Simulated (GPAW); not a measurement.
# Ballistic transport through an Al chain with one Cu atom in line, from relaxation to T(E), part 2 of 3

How well does an Al chain with one Cu atom in line conduct once its atoms have relaxed, and how much do cheaper levels lose?

GPAW 26.7.0; GPAW LCAO, PAW setups; relaxation of the junction within the symmetry of its start, lead ends held (the session's first sound run).

So far, transmission at the Fermi level (one spin): step 3 (double-zeta polarised basis) 0.731. Also open channels of the lead at the Fermi level (one spin): step 3 2.

**4. GPAW, szp: basis = "szp(dzp)"**

Level of this step: GPAW LCAO, PAW setups; Landauer transmission from Green's functions with principal layers (ASE), zero bias (GPAW).

One radial function a shell plus polarisation makes the matrices smaller; the question is what that costs.

The input, run.py:

```python
import json
import numpy as np
from ase import Atoms
from ase.transport.calculators import TransportCalculator
from gpaw import GPAW, FermiDirac
from gpaw.lcao.tools import get_lcao_hamiltonian
from scipy.linalg import eigh

# The junction with lead layers at both ends, along the third cell vector
device = Atoms(
    ['Al', 'Al', 'Al', 'Al', 'Al', 'Al', 'Al', 'Cu', 'Al', 'Al', 'Al', 'Al', 'Al', 'Al', 'Al'],
    positions=[
        [4.50000, 4.50000, 1.20000],
        [4.50000, 4.50000, 3.60000],
        [4.50000, 4.50000, 6.00000],
        [4.50000, 4.50000, 8.40000],
        [4.50000, 4.50000, 10.80000],
        [4.50000, 4.50000, 13.20000],
        [4.50000, 4.50000, 15.64339],
        [4.50000, 4.50000, 17.92390],
        [4.50000, 4.50000, 20.20441],
        [4.50000, 4.50000, 22.64780],
        [4.50000, 4.50000, 25.04780],
        [4.50000, 4.50000, 27.44780],
        [4.50000, 4.50000, 29.84780],
        [4.50000, 4.50000, 32.24780],
        [4.50000, 4.50000, 34.64780]],
    cell=[[9.0, 0.0, 0.0], [0.0, 9.0, 0.0], [0.0, 0.0, 35.8478]],
    pbc=True)

# One principal layer of the lead: the first 4 atoms of the device
lead = Atoms(
    ['Al', 'Al', 'Al', 'Al'],
    positions=[
        [4.50000, 4.50000, 1.20000],
        [4.50000, 4.50000, 3.60000],
        [4.50000, 4.50000, 6.00000],
        [4.50000, 4.50000, 8.40000]],
    cell=[[9.0, 0.0, 0.0], [0.0, 9.0, 0.0], [0.0, 0.0, 9.6]],
    pbc=True)

settings = dict(mode='lcao', basis='szp(dzp)', xc='PBE', h=0.2,
                occupations=FermiDirac(0.1), maxiter=250,
                mixer=dict(beta=0.1, nmaxold=8, weight=100.0),
                convergence=dict(density=0.0001))
energies = np.arange(-2, 2 + 1e-9, 0.025)
eta = 0.0001
n1, n2 = 1, 1
# k and -k transmit alike, so half of the mesh across the current serves
mesh = [(i, j) for i in range(n1) for j in range(n2) if (i, j) <= (-i % n1, -j % n2)]
weights = np.array([1 if (i, j) == (-i % n1, -j % n2) else 2 for i, j in mesh]) / (n1 * n2)


def ground_state(atoms, size, txt):
    atoms.calc = GPAW(kpts={'size': size, 'gamma': True}, symmetry={'tolerance': 1e-3}, txt=txt, **settings)
    atoms.get_potential_energy()
    return atoms.calc.get_fermi_level()


def blocks(atoms, fermi, points, nz, cells):
    """H - E_F S and S between cell 0 and the cells above it, at each point across the current."""
    kz = np.arange(nz) / nz
    calc = atoms.calc.fixed_density(kpts=[(*k, z) for k in points for z in kz], symmetry='off', txt=None)
    H, S = get_lcao_hamiltonian(calc)
    H = (H - fermi * S).reshape(len(H), len(points), nz, *S.shape[1:])
    S = S.reshape(H.shape[1:])
    phases = [np.exp(-2j * np.pi * kz * R) / nz for R in cells]
    return [(np.einsum('skzij,z->ksij', H, p), np.einsum('kzij,z->kij', S, p)) for p in phases]


def pair(a, b):
    return np.block([[a, b], [b.T.conj(), a]])


def count_channels(h, s, cells, nk=240):
    """Half the number of times that the lead's bands cross each energy, unfolded to its shortest repeat."""
    b = len(h) // cells
    bands = []
    for k in (np.arange(nk + 1) + 0.5) / nk:
        hk, sk = h[:b, :b].copy(), s[:b, :b].copy()
        for R in range(1, cells):
            phase, block = np.exp(2j * np.pi * k * R), slice(R * b, (R + 1) * b)
            hk += h[:b, block] * phase + (h[:b, block] * phase).T.conj()
            sk += s[:b, block] * phase + (s[:b, block] * phase).T.conj()
        w, u = eigh(sk)
        x = u[:, w > 1e-5] / w[w > 1e-5]**0.5  # drop near-dependent combinations
        bands.append(np.r_[eigh(x.T.conj() @ hk @ x, eigvals_only=True), [1e9] * (w <= 1e-5).sum()])
    below = np.array(bands)[:, :, None] < energies
    return (below[1:] != below[:-1]).sum((0, 1)) / 2


fermi_lead = ground_state(lead, (1, 1, 12), 'lead.txt')
fermi_device = ground_state(device, (1, 1, 2), 'device.txt')
T, channels, eigen, tail, misfit, shifts = [], [], [], 0.0, 0.0, []
for first in range(0, len(mesh), 493):
    points = [(i / n1, j / n2) for i, j in mesh[first:first + 493]]
    (H0k, S0k), (H1k, S1k), (H2k, _) = blocks(lead, fermi_lead, points, 5, range(3))
    [(Hk, Sk)] = blocks(device, fermi_device, points, 2, [0])
    tail = max(tail, abs(H2k).max())
    for H0, S0, H1, S1, H, S in zip(H0k, S0k, H1k, S1k, Hk, Sk):
        n = len(S0)
        # Shift the lead onto the potential of the device's first layer
        shift = ((H[:, 0, 0] - H0[:, 0, 0]) / S0[0, 0]).real.mean()
        shifts.append(shift)
        misfit = max(misfit, abs(H[:, :n, :n] - H0 - shift * S0).max())
        Tk, Ck, Ek = [], [], []
        for s in range(len(H)):
            t = s % len(H0)  # a lead without moments serves both spins
            h1, s1 = pair(H0[t] + shift * S0, H1[t] + shift * S1), pair(S0, S1)
            leads = dict(h1=h1, s1=s1, energies=energies, eta=eta, eta1=eta, eta2=eta)
            calc = TransportCalculator(h=H[s], s=S, eigenchannels=3, **leads)
            Tk.append(calc.get_transmission())
            Ek.append(np.sort(calc.eigenchannels_ne, axis=0)[::-1])
            Ck.append(count_channels(h1, s1, 8))
        T.append(Tk)
        channels.append(Ck)
        eigen.append(Ek)
T, channels = np.array(T), np.array(channels)
mean, open_channels = np.einsum('kse,k->se', T, weights), np.einsum('kse,k->se', channels, weights)

print(f'basis functions: device {len(S)}, principal layer {n}')
print(f'Fermi level: lead {fermi_lead:.4f} eV, device {fermi_device:.4f} eV; lead shifted by {np.mean(shifts):.4f} eV')
print(f'largest coupling past the next layer {tail:.2e} eV, largest misfit of the first layer {misfit:.3f} eV')
print('  E-E_F (eV)   ' + 'T (one spin)  channels')
for e, t, c in zip(energies, mean.T, open_channels.T):
    print(f'{e:10.3f}  ', *[f'{x:11.4e}' for x in t], *[f'{x:9.4f}' for x in c])

kT = 8.617333e-5 * 300
fine = np.linspace(energies[0], energies[-1], 4001)
both = np.exp(np.interp(fine, energies, np.log(np.maximum(mean.sum(0) * 2 / len(mean), 1e-30))))
fermi = lambda mu: 1 / (1 + np.exp(np.clip((fine - mu) / kT, -200, 200)))
slope = fermi(0) * (1 - fermi(0)) / kT
G = np.trapezoid(both * slope, fine) / 2
seebeck = -np.trapezoid(both * slope * fine, fine) / (2 * G * 300) * 1e6
print(f'conductance at 300 K: {G:.5g} G0 a cell; thermopower {seebeck:.4g} uV/K')
bias = [0.1, 0.2, 0.5, 1.0, 1.5, 2.0]
current = [38.74 * np.trapezoid(both * (fermi(V / 2) - fermi(-V / 2)), fine) for V in bias]
for V, I in zip(bias, current):
    print(f'current from the zero-bias T(E) at {V} V: {I:.5g} uA')
zero = abs(energies).argmin()
json.dump(dict(energies=energies.tolist(), T=mean.tolist(), channels=open_channels.tolist(), G=G, seebeck=seebeck,
               bias=bias, current=current, tail=tail, misfit=misfit, shift=np.mean(shifts), n_device=len(S), n_lead=n,
               fermi=[fermi_lead, fermi_device], energy=device.get_potential_energy(),
               moments=device.get_magnetic_moments().tolist(), mesh=mesh, weights=weights.tolist(),
               T_k=T[:, :, zero].tolist(), eigen=np.array(eigen[0]).tolist()), open('result.json', 'w'))
```

Started as:

```
$ OMP_NUM_THREADS=1 OPENBLAS_NUM_THREADS=1 python run.py
```

Output:

```text
basis functions: device 135, principal layer 36
Fermi level: lead -3.5823 eV, device -3.4561 eV; lead shifted by 0.0070 eV
largest coupling past the next layer 1.59e-15 eV, largest misfit of the first layer 0.020 eV
  E-E_F (eV)   T (one spin)  channels
    -2.000    2.1319e-01    1.0000
    -1.975    2.7599e-01    1.0000
    -1.950    3.4163e-01    1.0000
    -1.925    4.0847e-01    1.0000
    -1.900    4.7512e-01    1.0000
    -1.875    5.4045e-01    1.0000
    -1.850    6.0358e-01    1.0000
    -1.825    6.6380e-01    1.0000
    -1.800    7.2057e-01    1.0000
    -1.775    7.7346e-01    1.0000
    -1.750    8.2209e-01    1.0000
    -1.725    8.6608e-01    1.0000
    -1.700    9.0501e-01    1.0000
    -1.675    9.3834e-01    1.0000
    -1.650    9.6538e-01    1.0000
    -1.625    9.8517e-01    1.0000
[...]
1.825    1.5020e+00    3.0000
     1.850    1.5090e+00    3.0000
     1.875    1.5156e+00    3.0000
     1.900    1.5216e+00    3.0000
     1.925    1.5272e+00    3.0000
     1.950    1.5322e+00    3.0000
     1.975    1.5369e+00    3.0000
     2.000    1.5411e+00    3.0000
conductance at 300 K: 0.70593 G0 a cell; thermopower -8.976 uV/K
current from the zero-bias T(E) at 0.1 V: 5.4357 uA
current from the zero-bias T(E) at 0.2 V: 10.672 uA
current from the zero-bias T(E) at 0.5 V: 23.67 uA
current from the zero-bias T(E) at 1.0 V: 37.757 uA
current from the zero-bias T(E) at 1.5 V: 51.138 uA
current from the zero-bias T(E) at 2.0 V: 67.669 uA
```

Run time: 73 s. Hardware: 1 thread of Intel Xeon Platinum 8375C at 2.90GHz (Ice Lake), shared host; peak memory 1.1 GiB.

Numbers from this step:

| Property | Result |
| --- | --- |
| conductance | 0.7059 G₀ |
| thermopower | -8.976 μV/K |
| largest coupling past the next principal layer | 1.59e-15 eV |
| largest misfit of the first principal layer | 0.02001 eV |
| shift that aligns the lead | 0.006972 eV |
| basis functions of the junction | 135 |
| basis functions of a principal layer | 36 |
| transmission at the Fermi level (one spin) | 0.7182 |

One spin. Table of transmission, zone mean by energy, zero at the Fermi level:

```
energy (eV)  transmission, zone mean
     -2.000                    0.213
     -1.800                    0.721
     -1.600                    0.996
     -1.575                    0.997
     -1.400                    0.265
     -1.200                   3.9e-9
     -1.000                   2.1e-8
     -0.800                  1.4e-10
     -0.600                  1.4e-11
     -0.400                  4.2e-11
     -0.200                    0.322
      0.000                    0.718
      0.200                    0.729
      0.400                    0.670
      0.600                    0.680
      0.800                    0.769
      1.000                    0.984
      1.200                     1.16
      1.400                     1.30
      1.600                     1.41
      1.800                     1.49
      2.000                     1.54
```

Crossings of the lead's bands, unfolded to its shortest repeat. Open channels, zone mean against energy, zero at the Fermi level:

```
energy (eV)  open channels, zone mean
     -2.000                         1
     -1.800                         1
     -1.600                         1
     -1.400                         1
     -1.200                         0
     -1.000                         0
     -0.800                         0
     -0.600                         0
     -0.400                         0
     -0.200                         2
      0.000                         2
      0.200                         2
      0.400                         2
      0.600                         2
      0.800                         3
      1.000                         3
      1.200                         3
      1.400                         3
      1.600                         3
      1.800                         3
      2.000                         3
```

Not self-consistent under bias; the bias window is split evenly. Current through one cell, from the zero-bias transmission against bias:

```
bias (V)  current through one cell, from the zero-bias transmission (μA)
   0.100                                                            5.44
   0.200                                                            10.7
   0.500                                                            23.7
   1.000                                                            37.8
   1.500                                                            51.1
   2.000                                                            67.7
```

Table of transmission of the three most open eigenchannels by energy, zero at the Fermi level:

```
energy (eV)  channel 1  channel 2  channel 3
     -2.000      0.213          0          0
     -1.900      0.475          0          0
     -1.800      0.721          0          0
     -1.700      0.905          0          0
     -1.600      0.996          0          0
     -1.500      0.906          0          0
     -1.400      0.265          0          0
     -1.300     1.9e-8          0          0
     -1.200     3.9e-9          0          0
     -1.100     2.9e-9          0          0
     -1.000     2.1e-8          0          0
     -0.900     1.5e-9          0          0
     -0.800    1.4e-10          0          0
     -0.700    3.7e-11          0          0
     -0.600    1.4e-11          0          0
     -0.500    7.1e-12          0          0
     -0.400    1.9e-11    1.9e-11    4.3e-12
     -0.300     0.0432     0.0432    3.1e-12
     -0.200      0.161      0.161    2.5e-12
     -0.100      0.289      0.289    2.3e-12
      0.000      0.359      0.359    2.5e-12
      0.100      0.376      0.376    3.0e-12
      0.200      0.365      0.365    4.2e-12
      0.300      0.347      0.347    6.9e-12
      0.400      0.335      0.335    1.4e-11
      0.500      0.333      0.333    3.8e-11
      0.600      0.340      0.340    1.6e-10
      0.700      0.353      0.353     2.0e-9
      0.800      0.368      0.368     0.0332
      0.900      0.382      0.382      0.117
      1.000      0.395      0.395      0.194
      1.100      0.405      0.405      0.265
      1.200      0.414      0.414      0.330
      1.300      0.422      0.422      0.389
      1.400      0.443      0.429      0.429
      1.500      0.491      0.435      0.435
      1.600      0.534      0.440      0.440
      1.700      0.573      0.443      0.443
      1.800      0.607      0.444      0.444
      1.900      0.637      0.442      0.442
      2.000      0.664      0.439      0.439
```

The conductance, 0.706 G₀, lies 1.8 % below that of the dzp run.

**5. GPAW, sz: basis = "sz(dzp)"**

One function for each valence shell of the setup, as for a first survey of a large system.

Changes to run.py since step 4:

```diff
@@ -41,3 +41,3 @@
 
-settings = dict(mode='lcao', basis='szp(dzp)', xc='PBE', h=0.2,
+settings = dict(mode='lcao', basis='sz(dzp)', xc='PBE', h=0.2,
                 occupations=FermiDirac(0.1), maxiter=250,
```

Output:

```text
basis functions: device 62, principal layer 16
Fermi level: lead -3.8293 eV, device -3.6656 eV; lead shifted by 0.0085 eV
largest coupling past the next layer 1.14e-15 eV, largest misfit of the first layer 0.027 eV
  E-E_F (eV)   T (one spin)  channels
    -2.000    2.8436e-01    1.0000
    -1.975    3.6881e-01    1.0000
    -1.950    4.5882e-01    1.0000
[...]
1.975    1.2821e+00    3.0000
     2.000    1.2834e+00    3.0000
conductance at 300 K: 0.75782 G0 a cell; thermopower -6.112 uV/K
current from the zero-bias T(E) at 0.1 V: 5.8402 uA
current from the zero-bias T(E) at 0.2 V: 11.494 uA
current from the zero-bias T(E) at 0.5 V: 25.801 uA
current from the zero-bias T(E) at 1.0 V: 40.587 uA
current from the zero-bias T(E) at 1.5 V: 53.375 uA
current from the zero-bias T(E) at 2.0 V: 69.384 uA
```

The job ended after 56 s (1 thread; peak memory 1 GiB).

Numbers from this step:

```yaml
conductance: 0.7578 G₀
thermopower: -6.112 μV/K
largest_coupling_past_the_next_principal_layer: 1.14e-15 eV
largest_misfit_of_the_first_principal_layer: 0.02691 eV
shift_that_aligns_the_lead: 0.008508 eV
basis_functions_of_the_junction: 62
basis_functions_of_a_principal_layer: 16
transmission_at_the_fermi_level_one_spin: 0.7691
```

The conductance, 0.758 G₀, lies 5.4 % above that of the dzp run.

**6. revPBE in the dzp basis: xc = "revPBE"**

Back in the dzp basis, the functional changes from PBE to revPBE, to set the spread between functionals beside that between bases.

Changes to run.py since step 5:

```diff
@@ -41,3 +41,3 @@
 
-settings = dict(mode='lcao', basis='sz(dzp)', xc='PBE', h=0.2,
+settings = dict(mode='lcao', basis='dzp', xc='revPBE', h=0.2,
                 occupations=FermiDirac(0.1), maxiter=250,
```

Output:

```text
basis functions: device 197, principal layer 52
Fermi level: lead -3.0756 eV, device -2.9975 eV; lead shifted by 0.0042 eV
largest coupling past the next layer 1.20e-15 eV, largest misfit of the first layer 0.015 eV
  E-E_F (eV)   T (one spin)  channels
    -2.000    1.1767e-02    1.0000
    -1.975    4.1182e-02    1.0000
    -1.950    8.7508e-02    1.0000
[...]
1.975    1.7025e+00    3.0000
     2.000    1.7109e+00    3.0000
conductance at 300 K: 0.7022 G0 a cell; thermopower -9.9 uV/K
current from the zero-bias T(E) at 0.1 V: 5.4072 uA
current from the zero-bias T(E) at 0.2 V: 10.62 uA
current from the zero-bias T(E) at 0.5 V: 23.754 uA
current from the zero-bias T(E) at 1.0 V: 38.655 uA
current from the zero-bias T(E) at 1.5 V: 53.086 uA
current from the zero-bias T(E) at 2.0 V: 69.314 uA
```

Elapsed: 80 s, on 1 thread; peak memory 1.2 GiB.

Numbers from this step:

| Property | Result |
| --- | --- |
| conductance | 0.7022 G₀ |
| thermopower | -9.900 μV/K |
| largest coupling past the next principal layer | 1.20e-15 eV |
| largest misfit of the first principal layer | 0.01531 eV |
| shift that aligns the lead | 0.004178 eV |
| basis functions of the junction | 197 |
| basis functions of a principal layer | 52 |
| transmission at the Fermi level (one spin) | 0.7146 |

One spin. The transmission, zone mean by energy, zero at the Fermi level:

```
energy (eV)  transmission, zone mean
     -2.000                   0.0118
     -1.900                    0.221
     -1.800                    0.554
     -1.700                    0.829
     -1.600                    0.977
     -1.550                    0.998
     -1.500                    0.977
     -1.400                    0.756
     -1.300                   0.0552
     -1.200                   1.2e-8
     -1.100                   2.9e-9
     -1.000                   2.6e-9
     -0.900                   6.3e-8
     -0.800                  8.1e-10
     -0.700                  9.8e-11
     -0.600                  2.8e-11
     -0.500                  1.2e-11
     -0.400                   1.6e-8
     -0.300                    0.107
     -0.200                    0.326
     -0.100                    0.566
      0.000                    0.715
      0.100                    0.757
      0.200                    0.742
      0.300                    0.717
      0.400                    0.705
      0.500                    0.711
      0.600                    0.734
      0.700                    0.767
      0.800                    0.806
      0.900                    0.844
      1.000                    0.896
      1.100                     1.03
      1.200                     1.15
      1.300                     1.25
      1.400                     1.35
      1.500                     1.43
      1.600                     1.51
      1.700                     1.57
      1.800                     1.63
      1.900                     1.67
      2.000                     1.71
```

The conductance, 0.702 G₀, lies 2.3 % below that of the dzp run.

**7. The structure as built: geometry = "as built"**

The dzp basis with PBE on the structure as first built shows what the relaxation was worth.

Changes to run.py since step 6:

```diff
@@ -18,5 +18,5 @@
         [4.50000, 4.50000, 13.20000],
-        [4.50000, 4.50000, 15.64339],
+        [4.50000, 4.50000, 15.60000],
         [4.50000, 4.50000, 17.92390],
-        [4.50000, 4.50000, 20.20441],
+        [4.50000, 4.50000, 20.24780],
         [4.50000, 4.50000, 22.64780],
@@ -41,3 +41,3 @@
 
-settings = dict(mode='lcao', basis='dzp', xc='revPBE', h=0.2,
+settings = dict(mode='lcao', basis='dzp', xc='PBE', h=0.2,
                 occupations=FermiDirac(0.1), maxiter=250,
```

Output:

```text
basis functions: device 197, principal layer 52
Fermi level: lead -3.1259 eV, device -3.0626 eV; lead shifted by 0.0049 eV
largest coupling past the next layer 1.49e-15 eV, largest misfit of the first layer 0.015 eV
  E-E_F (eV)   T (one spin)  channels
    -2.000    1.3545e-01    1.0000
    -1.975    8.2824e-02    1.0000
    -1.950    3.9879e-02    1.0000
[...]
1.975    1.5432e+00    3.0000
     2.000    1.5559e+00    3.0000
conductance at 300 K: 0.6215 G0 a cell; thermopower -8.201 uV/K
current from the zero-bias T(E) at 0.1 V: 4.783 uA
current from the zero-bias T(E) at 0.2 V: 9.3779 uA
current from the zero-bias T(E) at 0.5 V: 20.729 uA
current from the zero-bias T(E) at 1.0 V: 32.618 uA
current from the zero-bias T(E) at 1.5 V: 43.456 uA
current from the zero-bias T(E) at 2.0 V: 55.752 uA
```

The job ended after 81 s (1 thread; peak memory 1.2 GiB).

This step gave:

```yaml
conductance: 0.6215 G₀
thermopower: -8.201 μV/K
largest_coupling_past_the_next_principal_layer: 1.49e-15 eV
largest_misfit_of_the_first_principal_layer: 0.01469 eV
shift_that_aligns_the_lead: 0.004930 eV
transmission_at_the_fermi_level_one_spin: 0.6334
```

The conductance, 0.621 G₀, lies 14 % below that of the dzp run.

**8. Cost and result by level**

Times are for 1 thread of Intel Xeon Platinum 8375C at 2.90GHz (Ice Lake), shared host. The series side by side:

```
no.         run  conductance (G₀)  time  memory (GiB)
  1         dzp            0.7191  88 s           1.2
  2         szp            0.7059  73 s           1.1
  3          sz            0.7578  56 s           1.0
  4  dzp revPBE            0.7022  80 s           1.2
  5     asbuilt            0.6215  81 s           1.2
```

[end of part 2 of 3]

[Logs are printed without paths, hosts, clocks, repeated set-up lines and the standing remarks that a program may print on its own settings, such as how far it seeks lower states.]

[Hosts, paths, dates, database ids (printed as entryN), source tags and the programs' standing remarks are cut or masked in the printed files.]
